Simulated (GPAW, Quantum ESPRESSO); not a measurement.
# Core-hole calculation of the C K edge in HfC (Fm-3m), part 2 of 2

Aim: the C K edge of HfC (Fm-3m) by two routes, a Lanczos recursion (XSpectra) and a sum over empty bands (GPAW), to see which features are robust.

Quantum ESPRESSO 7.5 and GPAW 26.7.0; core-hole supercells, plane-wave PAW PBE.

So far. Step 10 (The field without a hole (GPAW)): The mesh shows no gap, so the system is treated as a metal and the core electron is put at the Fermi level (neutral cell). Step 11 (Spectrum without a core hole, C atom 2 (GPAW)): Main maxima below 24 eV (height): 1.9 eV (0.62), 3.1 eV (0.88), 5.5 eV (1.26) and 12.7 eV (2.04). 

The database entry behind the starting cell differs from later determinations by our own check (about 0.2 % long), so it need not match the best structure at ambient conditions.

## Step 13: Spectrum with XCH, C atom 2 (GPAW)

The holes are 5.7 Å apart. The excited electron is kept in the cell, where it fills the lowest empty states and screens the hole. After the field has converged, empty bands are computed with the density fixed and the dipole matrix elements are summed.

xas.py

```python
import numpy as np
from ase import Atoms
from ase.parallel import parprint, paropen
from gpaw import GPAW, PW, FermiDirac, Mixer, MixerDif, setup_paths
from gpaw.test import gen
setup_paths.insert(0, '.')
gen('C', name='fch1s', xcname='PBE', corehole=(1, 0, 1), write_xml=True)
from gpaw.mpi import world
world.barrier()

atoms = Atoms('Hf6C6',
    cell=[[2.325, 4.65, 2.325],
     [4.65, -2.325, -2.325],
     [-2.325, 4.65, -2.325]],
    scaled_positions=[[0.75, 0, 0.75],
     [0.25, 0.33333333, 0.91666667],
     [0.75, 0.66666667, 0.08333333],
     [0.75, 0.33333333, 0.41666667],
     [0.25, 0.66666667, 0.58333333],
     [0.25, 0, 0.25],
     [0, 0, 0],
     [0.5, 0.33333333, 0.16666667],
     [0, 0.66666667, 0.33333333],
     [0, 0.33333333, 0.66666667],
     [0.5, 0.66666667, 0.83333333],
     [0.5, 0, 0.5]],
    pbc=True)
atoms.calc = calc = GPAW(legacy_gpaw=True, mode=PW(500, force_complex_dtype=True), xc='PBE', setups={6: 'fch1s'},
    kpts={'size': (4, 4, 4), 'gamma': True}, occupations=FermiDirac(0.1),
    charge=-1, mixer=Mixer(0.1, 5, 50), maxiter=150,
    convergence={'density': 0.0001, 'eigenstates': 1e-6}, txt='scf.txt')
energy = atoms.get_potential_energy() + calc.get_reference_energy()
ef = calc.get_fermi_level()
out = dict(energy=energy, fermi=ef, forces=atoms.get_forces().tolist())
parprint(f'all-electron energy {energy:.4f} eV, Fermi level {ef:.4f} eV')
ev = np.array([[calc.get_eigenvalues(k, s) for k in range(len(calc.get_ibz_k_points()))] for s in range(calc.get_number_of_spins())])
out['homo'], out['lumo'], out['counts'] = ev[ev < ef].max(), ev[ev > ef].min(), sorted(set((ev < ef).sum((0, 2)).tolist()))
out['filled'] = (ev[:, 0] < ef).sum(1).tolist()

from ase.units import Ha
from gpaw.xas import dipole_matrix_elements
nb = int(calc.get_number_of_electrons() / 2) + 123
top, nb = nb, nb + 8 + nb // 12
nscf = calc.fixed_density(kpts={'size': (5, 5, 5), 'gamma': True}, nbands=nb,
    convergence={'bands': top, 'eigenstates': 5e-3}, maxiter=60, txt='nscf.txt')
cell = atoms.cell.array
ops = [cell.T @ U.T @ np.linalg.inv(cell.T) for U in nscf.wfs.kd.symmetry.op_scc]
E = np.arange(-6, 34, 0.1)
fwhm = np.interp(E, [4, 25], [0.9, 3.5])
Y, X, zero, highest = 0, 0, 1e9, 1e9
for spin in range(nscf.get_number_of_spins()):
    wfs = nscf.wfs
    mine = wfs.bd.get_slice()  # this rank's bands
    A = dipole_matrix_elements(wfs.setups[6])
    eps = np.zeros((wfs.kd.nibzkpts, nb))
    d = np.zeros((3, A.shape[1], wfs.kd.nibzkpts, nb), complex)
    for kpt in wfs.kpt_u:
        if kpt.s == spin and 6 in kpt.P_ani:
            eps[kpt.k, mine] = kpt.eps_n * Ha
            d[:, :, kpt.k, mine] = (kpt.weight * wfs.nspins / 2) ** 0.5 * np.inner(A, kpt.P_ani[6])
    world.sum(eps)
    world.sum(d)
    T = np.einsum('amkn,bmkn->abkn', d, d.conj()).real
    T = sum(np.einsum('ai,ijkn,bj->abkn', R, T, R) for R in ops) / len(ops)
    empty = eps > ef
    zero, highest = min(zero, eps[empty].min()), min(highest, eps[:, top - 1].min())
    lines = [(eps, T, empty)] if spin == 0 else lines + [(eps, T, empty)]
for eps, T, empty in lines:
    f = np.einsum('aakn->akn', T).reshape(3, -1)
    x = eps.ravel() - zero
    w = np.interp(x, E, fwhm) / 2.35482
    g = np.exp(-0.5 * ((E[:, None] - x) / w) ** 2) / (w * (2 * np.pi) ** 0.5)
    Y = Y + (f * empty.ravel()) @ g.T
    X = X + (f * ~empty.ravel()) @ g.T
out.update(E=E.round(2).tolist(), xas=Y.tolist(), xes=X.tolist(), zero=zero, valid=highest - zero, nk=len(eps), nb=nb)
for i in range(0, len(E), 10):
    parprint(f'{E[i]:7.2f}', *(f'{v:10.3e}' for v in Y[:, i]))
import json
with paropen('out.json', 'w') as f:
    json.dump(out, f)
```

Command:

```console
OMP_NUM_THREADS=1 mpirun -n 4 gpaw python xas.py
```

It took 2.6 min on 4 MPI ranks of Arm Neoverse V2, shared host; peak memory 0.52 GiB.

The C K spectrum, C atom 2, excited-electron core hole (neutral cell) (energy from the lowest empty level; intensity scaled to a mean of 1 over the first 20 eV):

```csv
E (eV),intensity
-2.0,0.00
-1.4,0.00
-0.8,0.01
-0.2,0.14
0.4,0.52
1.0,0.70
1.6,0.79
2.2,0.94
2.8,1.03
3.4,1.19
4.0,1.44
4.6,1.69
5.2,1.57
5.8,1.12
6.4,0.95
7.0,1.03
7.6,1.27
8.2,1.45
8.8,1.54
9.4,1.81
10.0,2.06
10.6,1.99
11.2,1.72
11.8,1.49
12.4,1.25
13.0,0.98
13.6,0.76
14.2,0.61
14.8,0.52
15.4,0.49
16.0,0.49
16.6,0.46
17.2,0.38
17.8,0.28
18.4,0.20
19.0,0.19
19.6,0.22
20.2,0.28
20.8,0.32
21.4,0.35
22.0,0.37
22.6,0.41
23.2,0.47
23.8,0.54
24.4,0.61
25.0,0.68
25.6,0.76
26.2,0.87
26.8,1.01
27.4,1.16
28.0,1.26
28.6,1.28
29.2,1.20
29.8,1.04
30.4,0.84
31.0,0.65
31.6,0.50
```

Main maxima below 24 eV (height): 4.8 eV (1.72) and 10.2 eV (2.08). 

The total-energy difference is 287.93 eV. With the free-atom term of -6.71 eV for this edge, the photon energy is 281.22 eV.

## Step 14: The two programs side by side

The line shapes differ (Lorentzian half width 0.4 eV up to 4 eV, rising linearly to 1.75 eV at 25 eV (not a setting of the program: the run's 0.4 eV curve was folded afterwards with a further Lorentzian above 4 eV), against Gaussian full width 0.9 eV up to 4 eV, rising linearly to 3.5 eV at 25 eV), so both get a further Gaussian of 1.5 eV full width before they are compared; the Lorentzian tails remain.

```csv
E (eV),XSpectra,GPAW
-2.00,0.08,0.00
-1.25,0.12,0.02
-0.50,0.25,0.14
0.25,0.46,0.40
1.00,0.67,0.66
1.75,0.84,0.83
2.50,1.00,0.99
3.25,1.17,1.18
4.00,1.37,1.42
4.75,1.47,1.52
5.50,1.37,1.33
6.25,1.22,1.10
7.00,1.22,1.11
7.75,1.32,1.30
8.50,1.45,1.51
9.25,1.60,1.74
10.00,1.72,1.92
10.75,1.67,1.86
11.50,1.47,1.60
12.25,1.23,1.30
13.00,0.99,1.00
13.75,0.80,0.75
14.50,0.66,0.59
15.25,0.58,0.51
16.00,0.52,0.48
16.75,0.46,0.42
17.50,0.39,0.33
18.25,0.35,0.24
19.00,0.36,0.21
19.75,0.39,0.24
20.50,0.41,0.29
21.25,0.44,0.34
22.00,0.48,0.38
22.75,0.54,0.44
23.50,0.61,0.51
24.25,0.68,0.59
25.00,0.76,0.68
25.75,0.86,0.80
26.50,0.93,0.95
27.25,0.96,1.11
28.00,0.92,1.22
28.75,0.82,1.22
29.50,0.71,1.09
30.25,0.61,0.89
31.00,0.53,0.67
31.75,0.48,0.50
```

```csv
,XSpectra,GPAW
k mesh of the spectrum,6×6×6,5×5×5
cutoff (eV),626,500
"highest intensity below 16 eV after the common broadening, eV (height)",10.2 (1.73),10.2 (1.93)
"zero, corrected photon energy (eV)",281.2,281.2
"core time, hole field and spectrum",28 min,11 min
```

## Step 15: With and without the hole

XSpectra's curves. Both curves are counted from their own zero, so only the shift of weight within the empty states shows.

```csv
E (eV),no hole,XCH
-2.0,0.05,0.05
-1.0,0.09,0.10
0.0,0.34,0.35
1.0,0.53,0.66
2.0,0.60,0.87
3.0,0.69,1.05
4.0,0.83,1.28
5.0,1.02,1.56
6.0,1.17,1.18
7.0,0.83,1.13
8.0,0.98,1.41
9.0,1.05,1.45
10.0,1.19,2.14
11.0,1.85,1.73
12.0,1.84,1.47
13.0,2.11,1.01
14.0,1.54,0.70
15.0,0.96,0.49
16.0,0.77,0.61
17.0,0.87,0.42
18.0,0.38,0.17
19.0,0.20,0.22
20.0,0.38,0.44
21.0,0.49,0.35
22.0,0.30,0.29
23.0,0.30,0.60
24.0,0.74,0.72
25.0,0.47,0.67
26.0,0.69,1.28
27.0,1.04,1.49
28.0,1.62,1.34
29.0,1.77,0.94
30.0,1.23,0.50
31.0,0.74,0.45
32.0,0.62,0.40
```

With each curve scaled to its own mean, the area from −2 to 6 eV with the hole is 6.5 against 4.7, and the centre of weight from −1 to 20 eV moves by -1.4 eV: the hole pulls the absorber's empty states down.

## Step 16: What came out

```yaml
absorber_and_edge: C K, atom 2 of the ground-state input (counted from 1)
surroundings: 6 Hf at 2.32 Å (octahedral, site symmetry m-3m)
highest_intensity_below_16_ev_xspectra_narrow_line: 10.3 eV above the zero, height 2.30
photon_energy_of_the_zero_with_the_added_terms: 281.2 eV (raw 287.9 eV; uncertain by a few eV)
```

**Reading.** The two programs agree closely: 8 % r.m.s. remains over the first 14 eV after a relative shift of 0.0 eV, and their photon-energy zeros differ by 0.0 eV. In XSpectra the C K edge of atom 2, with 6 Hf at 2.32 Å (octahedral, site symmetry m-3m), has its highest intensity of the first 16 eV at 10.3 eV above the zero, near 291 eV in photon energy (uncertain by a few eV), 2.3 times the mean level of the first 20 eV (Lorentzian half width 0.4 eV). In XSpectra: With each curve scaled to its own mean, the area from −2 to 6 eV with the hole is 6.5 against 4.7, and the centre of weight from −1 to 20 eV moves by -1.4 eV: the hole pulls the absorber's empty states down. In GPAW: With each curve scaled to its own mean, the area from −2 to 6 eV with the hole is 6.6 against 4.8, and the centre of weight from −1 to 20 eV moves by -1.5 eV: the hole pulls the absorber's empty states down. 3 further runs of this session are left out of this account as redundant. The holes are only 5.7 Å apart, so the shape is probably not converged with cell size; no larger cell was run here. The structure is a published determination, not relaxed.

[Logs are printed without paths, hosts, clocks, repeated set-up lines and the standing remarks that a program may print on its own settings, such as how far it seeks lower states.]

[Hosts, paths, dates, database ids (printed as entryN), source tags and the programs' standing remarks are cut or masked in the printed files.]

[Lists of maxima count a maximum above −3 eV only where it reaches 4 % of the highest in the window and stands out from its surroundings by 2 % of it (1.5 % where it reaches 55 %); shoulders and weaker maxima are passed over, and of the rest the first, up to two pre-edge ones and the few strongest are named.]
